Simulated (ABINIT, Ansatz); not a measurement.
**Tellurium (P3_121, 3 atoms a cell): changed settings of a GW run in ABINIT**

Aim: change inputs of a GW run on Tellurium (P3_121, 3 atoms a cell) and see what moves.

Program: ABINIT 10.8.3. Level of theory: PBE and many-body steps on it, plane waves. Results are calculated unless marked as measured.

The database entry behind the starting cell differs from later determinations by our own check (inner coordinate of an old entry), so it need not match the best structure at ambient conditions.

## (1) Set-up

Symmetry: P3_121, No. 152, trigonal system. Conventional cell: a = 4.454 Å, b = 4.454 Å, c = 5.924 Å, α = 90.00°, β = 90.00°, γ = 120.00°. Te has 2 Te at 2.86 Å nearest.

Coordinates:

```cif
data_structure
_symmetry_space_group_name_H-M 'P 1'
_symmetry_Int_Tables_number 1
_cell_length_a 4.4540
_cell_length_b 4.4540
_cell_length_c 5.9240
_cell_angle_alpha 90.000
_cell_angle_beta 90.000
_cell_angle_gamma 120.000
_cell_volume 101.78
loop_
_atom_site_label
_atom_site_type_symbol
_atom_site_fract_x
_atom_site_fract_y
_atom_site_fract_z
_atom_site_occupancy
Te1 Te 0.26900 0.00000 0.33333 1
Te2 Te 0.00000 0.26900 0.66667 1
Te3 Te 0.73100 0.73100 0.00000 1
```

The cell and positions come from the Crystallography Open Database and are kept as given unless a step says otherwise. Spin-orbit coupling is left out unless a step names it.

## (2) Screening, 3×3×2 mesh, 290 bands, screening to 176.9 eV

This step: ABINIT 10.8.3; RPA screening on PBE, plane waves, norm-conserving pseudopotentials.

The RPA dielectric matrix is built and inverted for each q.

Input file run.abi:

```
acell 3*1.0 Angstrom
rprim 
  4.454000000025 -0.000000000006 0.000000000000
  -2.227000000008 3.857277148481 0.000000000000
  0.000000000000 0.000000000000 5.924000000000
ntypat 1
znucl 52
natom 3
typat 1 1 1
xred 
  0.269000000000 0.000000000000 0.333333333333
  0.000000000000 0.269000000000 0.666666666667
  0.731000000000 0.731000000000 -0.000000000000
pp_dirpath "pseudos"
pseudos "Te.upf"
ecut 34
ngkpt 3 3 2
nshiftk 1
shiftk 0 0 0
kptopt 1
chksymbreak 0
istwfk *1
occopt 1
irdwfk 1
optdriver 3
nband 290
ecuteps 6.5
inclvkb 2
awtr 1
symchi 1
indata_prefix "in"
outdata_prefix "out"
tmpdata_prefix "tmp"
```

Command:

```console
$ OMP_NUM_THREADS=1 mpirun -n 4 abinit run.abi > log
```

The log of the run:

```text
.Version 10.8.3 of ABINIT. v10.8.2 released Aug 2026.

 Symmetries : space group P3_1 2 1 (#152); Bravais hP (primitive hexag.)
[... echo of the input left out ...]
== DATASET  1 ==================================================================
-   mpi_nproc: 4, omp_nthreads: 1 (-1 if OMP is not activated)

--- !DatasetInfo
iteration_state: {dtset: 1, }
dimensions: {natom: 3, nkpt: 6, mband: 290, nsppol: 1, nspinor: 1, nspden: 1, mpw: 6557, }
cutoff_energies: {ecut:  34.0, pawecutdg:  -1.0, }
electrons: {nelect:   4.80000000E+01, charge:   0.00000000E+00, occopt:   1.00000000E+00, tsmear:   1.00000000E-02, }

 SCREENING: Calculation of the susceptibility and dielectric matrices

 Based on a program developped by R.W. Godby, V. Olevano, G. Onida, and L. Reining.
 Incorporated in ABINIT by V. Olevano, G.-M. Rignanese, and M. Torrent.
.Using double precision arithmetic ; gwpc =  8

[... cell and pseudopotentials left out ...]
--------------------------------------------------------------------------------

 ==== K-mesh for the wavefunctions ====
 Number of points in the irreducible wedge :     6
[... list of points left out ...]
 Together with  6 symmetry operations and time-reversal symmetry
 yields    18 points in the full Brillouin Zone.

 ==== Q-mesh for the screening function ====
 Number of points in the irreducible wedge :     6
[... list of points left out ...]
 Together with  6 symmetry operations and time-reversal symmetry
 yields    18 points in the full Brillouin Zone.

 setmesh: FFT mesh size selected  =    27x   27x   45
          total number of points  =        32805

 vcoul_init : cutoff-mode = AUXILIARY_FUNCTION
 q-points for optical limit:   1
     1)      0.000010    0.000020    0.000030

- screening: taking advantage of time-reversal symmetry
- Maximum band index for partially occupied states nbvw = 24
- Remaining bands to be divided among processors   nbcw = 266
- Number of bands treated by each node ~66

 Number of electrons calculated from density =   48.0000; Expected =   48.0000
 average of density, n =  0.069887
 r_s =    1.5060
 omega_plasma =   25.5009 [eV]

 calculating chi0 at frequencies [eV] :
  1    0.000000E+00    0.000000E+00
  2    0.000000E+00    2.550086E+01

--------------------------------------------------------------------------------
  q-point number  1        q = ( 0.000000, 0.000000, 0.000000) [r.l.u.]
--------------------------------------------------------------------------------
[... chi0 elements left out ...]
 For q-point:  0.000010 0.000020 0.000030
  dielectric constant =   1.65941E+03
  dielectric constant without local fields =   2.09902E+03

  Average fulfillment of the sum rule on Im[epsilon] for q-point    1 :    104.16  [%]
[... wings left out ...]
  q-point number  2        q = ( 0.333333, 0.000000, 0.000000) [r.l.u.]
--------------------------------------------------------------------------------
[... chi0 elements left out ...]
  Average fulfillment of the sum rule on Im[epsilon] for q-point    2 :    114.90  [%]

 [... 4 further q-points ...]
```

Run time: 2.4 min. Hardware: 4 MPI ranks of Arm Neoverse V1, shared host; peak memory 1.7 GiB; 9.7 min of CPU time.

Numbers from this step:

```
ε∞ with local fields, on this mesh, along the program's q direction : 1659
the same without local fields                                       : 2099
plasma frequency                                                    : 25.50 eV
plane waves in the screening matrix                                 : 529
```

Local fields lower ε∞ by 21 %. The value itself is an artefact of the mesh, where one narrow direct gap carries too much weight.

## (3) Base

The self-energy is evaluated for the states that the input lists, and the levels follow from it, in one-shot runs by the linearised quasiparticle equation.

This step: G0W0 on PBE, plane waves, norm-conserving pseudopotentials.

run.abi: that of step 2 with these lines changed.

```diff
@@ -24,8 +24,17 @@
 irdwfk 1
-optdriver 3
+optdriver 4
 nband 290
+gwcalctyp 0
+ecutsigx 34
+symsigma 1
+nkptgw 2
+kptgw 
+  0.3333333333 0.3333333333 0.5000000000
+  0.0000000000 0.0000000000 0.0000000000
+bdgw 
+  23 27
+  22 26
 ecuteps 6.5
-inclvkb 2
-awtr 1
-symchi 1
+irdscr 1
+ppmodel 1
 indata_prefix "in"
```

The log of the run:

```text
.Version 10.8.3 of ABINIT. v10.8.2 released Aug 2026.

 Symmetries : space group P3_1 2 1 (#152); Bravais hP (primitive hexag.)
[... echo of the input left out ...]
== DATASET  1 ==================================================================
-   mpi_nproc: 4, omp_nthreads: 1 (-1 if OMP is not activated)

--- !DatasetInfo
iteration_state: {dtset: 1, }
dimensions: {natom: 3, nkpt: 6, mband: 290, nsppol: 1, nspinor: 1, nspden: 1, mpw: 6557, }
cutoff_energies: {ecut:  34.0, pawecutdg:  -1.0, }
electrons: {nelect:   4.80000000E+01, charge:   0.00000000E+00, occopt:   1.00000000E+00, tsmear:   1.00000000E-02, }

 SIGMA: Calculation of the GW corrections

 Based on a program developped by R.W. Godby, V. Olevano, G. Onida, and L. Reining.
 Incorporated in ABINIT by V. Olevano, G.-M. Rignanese, and M. Torrent.
.Using double precision arithmetic ; gwpc =  8

[... cell and pseudopotentials left out ...]
--------------------------------------------------------------------------------

 ==== K-mesh for the wavefunctions ====
 Number of points in the irreducible wedge :     6
[... list of points left out ...]
 Together with  6 symmetry operations and time-reversal symmetry
 yields    18 points in the full Brillouin Zone.

 ==== Q-mesh for screening function ====
 Number of points in the irreducible wedge :     6
[... list of points left out ...]
 Together with  6 symmetry operations and time-reversal symmetry
 yields    18 points in the full Brillouin Zone.

 vcoul_init : cutoff-mode = AUXILIARY_FUNCTION
 q-points for optical limit:   1
     1)      0.000010    0.000020    0.000030
 setmesh: FFT mesh size selected  =    40x   40x   60
          total number of points  =        96000

 Number of electrons calculated from density =   48.0000; Expected =   48.0000
 average of density, n =  0.069887
 r_s =    1.5060
 omega_plasma =   25.5009 [eV]

 === KS Band Gaps ===
  >>>> For spin  1
   Minimum direct gap =   0.1738 [eV], located at k-point      :   0.3333  0.3333  0.5000
   Fundamental gap    =   0.1738 [eV], Top of valence bands at :   0.3333  0.3333  0.5000
                                       Bottom of conduction at :   0.3333  0.3333  0.5000
 SIGMA fundamental parameters:
 PLASMON POLE MODEL  1
 number of plane-waves for SigmaX                 6557
 number of plane-waves for SigmaC and W            529
 number of plane-waves for wavefunctions          6557
 number of bands                                   290
 number of independent spin polarizations            1
 number of spinorial components                      1
 number of k-points in IBZ                           6
 number of q-points in IBZ                           6
 number of symmetry operations                       6
 number of k-points in BZ                           18
 number of q-points in BZ                           18
 number of frequencies for dSigma/dE                 9
 frequency step for dSigma/dE [eV]                0.25
 number of omega for Sigma on real axis              0
 max omega for Sigma on real axis  [eV]           0.00
 zcut for avoiding poles [eV]                     0.10

 EPSILON^-1 parameters (SCR file):
 dimension of the eps^-1 matrix on file            529
 dimension of the eps^-1 matrix used               529
 number of plane-waves for wavefunctions          6557
 number of bands                                   290
 number of q-points in IBZ                           6
 number of frequencies                               2
 number of real frequencies                          1
 number of imag frequencies                          1

 matrix elements of self-energy operator (all in [eV])

 Perturbative Calculation

--- !SelfEnergy_ee
iteration_state: {dtset: 1, }
kpoint     : [   0.333,    0.333,    0.500, ]
spin       : 1
KS_gap     :    0.174
QP_gap     :    0.502
Delta_QP_KS:    0.329
data: !SigmaeeData |
     Band     E0 <VxcDFT>   SigX SigC(E0)      Z dSigC/dE  Sig(E)    E-E0       E
       23   4.683 -12.381 -14.438   1.025   0.784  -0.275 -13.190  -0.809   3.875
       24   4.683 -12.381 -14.438   1.025   0.784  -0.275 -13.190  -0.809   3.875
       25   4.857 -11.885  -9.305  -3.190   0.786  -0.272 -12.365  -0.480   4.377
       26   6.003 -11.851  -9.094  -3.385   0.786  -0.273 -12.344  -0.493   5.510
       27   6.003 -11.851  -9.094  -3.385   0.786  -0.273 -12.344  -0.493   5.510

--- !SelfEnergy_ee
iteration_state: {dtset: 1, }
kpoint     : [   0.000,    0.000,    0.000, ]
spin       : 1
KS_gap     :    1.861
QP_gap     :    2.142
Delta_QP_KS:    0.282
data: !SigmaeeData |
     Band     E0 <VxcDFT>   SigX SigC(E0)      Z dSigC/dE  Sig(E)    E-E0       E
       22   3.007 -11.477 -14.257   1.776   0.776  -0.288 -12.257  -0.780   2.227
       23   3.007 -11.477 -14.257   1.776   0.776  -0.288 -12.257  -0.780   2.227
       24   3.836 -11.708 -14.430   1.643   0.779  -0.284 -12.548  -0.841   2.995
       25   5.696 -12.128  -9.580  -3.262   0.782  -0.279 -12.686  -0.559   5.137
       26   5.696 -12.128  -9.580  -3.262   0.782  -0.279 -12.686  -0.559   5.137

== END DATASET(S) ==============================================================
================================================================================

 -outvars: echo values of variables after computation  --------
           etotal      0.0000000000E+00
            nband         290
             nkpt           6
          spgroup         152
 [... the other variables as echoed above ...]

 Calculation completed.
```

It took 71 s on 4 MPI ranks; peak memory 1.8 GiB; 4.7 min of CPU time.

This step gave:

- G0W0 gap on the points computed: 0.5020 eV
- starting gap on the mesh: 0.1739 eV
- k of the valence top: 0.3333, 0.3333, 0.5
- k of the conduction bottom: 0.3333, 0.3333, 0.5
- Z at the valence top: 0.784
- Z at the conduction bottom: 0.786
- least direct G0W0 gap on the computed points: 0.5020 eV

The gap on the mesh goes from 0.17 eV to 0.50 eV, a correction of +0.33 eV.

## (4) Scissors in G

run.abi: that of step 3 with these lines changed.

```diff
@@ -39,2 +39,3 @@
 ppmodel 1
+mbpt_sciss 1.0 eV
 indata_prefix "in"
```

The log of the run:

```text
.Version 10.8.3 of ABINIT. v10.8.2 released Aug 2026.

 Symmetries : space group P3_1 2 1 (#152); Bravais hP (primitive hexag.)
[... echo of the input left out ...]
== DATASET  1 ==================================================================
-   mpi_nproc: 4, omp_nthreads: 1 (-1 if OMP is not activated)

--- !DatasetInfo
iteration_state: {dtset: 1, }
dimensions: {natom: 3, nkpt: 6, mband: 290, nsppol: 1, nspinor: 1, nspden: 1, mpw: 6557, }
cutoff_energies: {ecut:  34.0, pawecutdg:  -1.0, }
electrons: {nelect:   4.80000000E+01, charge:   0.00000000E+00, occopt:   1.00000000E+00, tsmear:   1.00000000E-02, }

 SIGMA: Calculation of the GW corrections

 Based on a program developped by R.W. Godby, V. Olevano, G. Onida, and L. Reining.
 Incorporated in ABINIT by V. Olevano, G.-M. Rignanese, and M. Torrent.
.Using double precision arithmetic ; gwpc =  8

[... cell and pseudopotentials left out ...]
--------------------------------------------------------------------------------

 ==== K-mesh for the wavefunctions ====
 Number of points in the irreducible wedge :     6
[... list of points left out ...]
 Together with  6 symmetry operations and time-reversal symmetry
 yields    18 points in the full Brillouin Zone.

 ==== Q-mesh for screening function ====
 Number of points in the irreducible wedge :     6
[... list of points left out ...]
 Together with  6 symmetry operations and time-reversal symmetry
 yields    18 points in the full Brillouin Zone.

 vcoul_init : cutoff-mode = AUXILIARY_FUNCTION
 q-points for optical limit:   1
     1)      0.000010    0.000020    0.000030
 setmesh: FFT mesh size selected  =    40x   40x   60
          total number of points  =        96000

 Number of electrons calculated from density =   48.0000; Expected =   48.0000
[...]
max omega for Sigma on real axis  [eV]           0.00
 zcut for avoiding poles [eV]                     0.10
 scissor energy [eV]                              1.00

 EPSILON^-1 parameters (SCR file):
 dimension of the eps^-1 matrix on file            529
 dimension of the eps^-1 matrix used               529
 number of plane-waves for wavefunctions          6557
 number of bands                                   290
 number of q-points in IBZ                           6
 number of frequencies                               2
 number of real frequencies                          1
 number of imag frequencies                          1

 matrix elements of self-energy operator (all in [eV])

 Perturbative Calculation

--- !SelfEnergy_ee
iteration_state: {dtset: 1, }
kpoint     : [   0.333,    0.333,    0.500, ]
spin       : 1
KS_gap     :    0.174
QP_gap     :    0.591
Delta_QP_KS:    0.417
data: !SigmaeeData |
     Band     E0 <VxcDFT>   SigX SigC(E0)      Z dSigC/dE  Sig(E)    E-E0       E
       23   4.683 -12.381 -14.438   1.113   0.788  -0.269 -13.125  -0.744   3.940
       24   4.683 -12.381 -14.438   1.113   0.788  -0.269 -13.125  -0.744   3.940
       25   4.857 -11.885  -9.305  -3.259   0.790  -0.266 -12.211  -0.326   4.531
[...]
--- !SelfEnergy_ee
iteration_state: {dtset: 1, }
kpoint     : [   0.000,    0.000,    0.000, ]
spin       : 1
KS_gap     :    1.861
QP_gap     :    2.246
Delta_QP_KS:    0.385
data: !SigmaeeData |
     Band     E0 <VxcDFT>   SigX SigC(E0)      Z dSigC/dE  Sig(E)    E-E0       E
[...]
25   5.696 -12.128  -9.580  -3.331   0.785  -0.274 -12.528  -0.400   5.296
       26   5.696 -12.128  -9.580  -3.331   0.785  -0.274 -12.528  -0.400   5.296

== END DATASET(S) ==============================================================
================================================================================

 -outvars: echo values of variables after computation  --------
           etotal      0.0000000000E+00
            nband         290
             nkpt           6
          spgroup         152
 [... the other variables as echoed above ...]

 Calculation completed.
```

Elapsed: 70 s, on 4 MPI ranks; peak memory 1.8 GiB; 4.6 min of CPU time.

This step gave:

```
G0W0 gap on the points computed              : 0.5910 eV
starting gap on the mesh                     : 0.1739 eV
k of the valence top                         : 0.3333, 0.3333, 0.5
k of the conduction bottom                   : 0.3333, 0.3333, 0.5
Z at the valence top                         : 0.788
Z at the conduction bottom                   : 0.79
least direct G0W0 gap on the computed points : 0.5910 eV
```

(Part 1 of 2 ends here.)

[Paths, hosts, dates, memory and timing lines, banners, echoed tables and standing remarks are left out of the program output.]

[Logs are printed without paths, hosts, clocks, repeated set-up lines and the standing remarks that a program may print on its own settings, such as how far it seeks lower states.]

[Runs of the session that timed out or met a known fault of the program may be left out.]

[Hosts, paths, dates, database ids (printed as entryN), source tags and the programs' standing remarks are cut or masked in the printed files.]

[G0W0 gaps are taken among the corrected bands and points alone; a level outside them can change the order at an edge.]

[Where Ansatz stands beside ABINIT at settings called matched, ABINIT's density can come from a denser mesh and the files from another edition; pairs whose starting gaps differed by over 0.03 eV were left out, so agreement reads better than it is.]
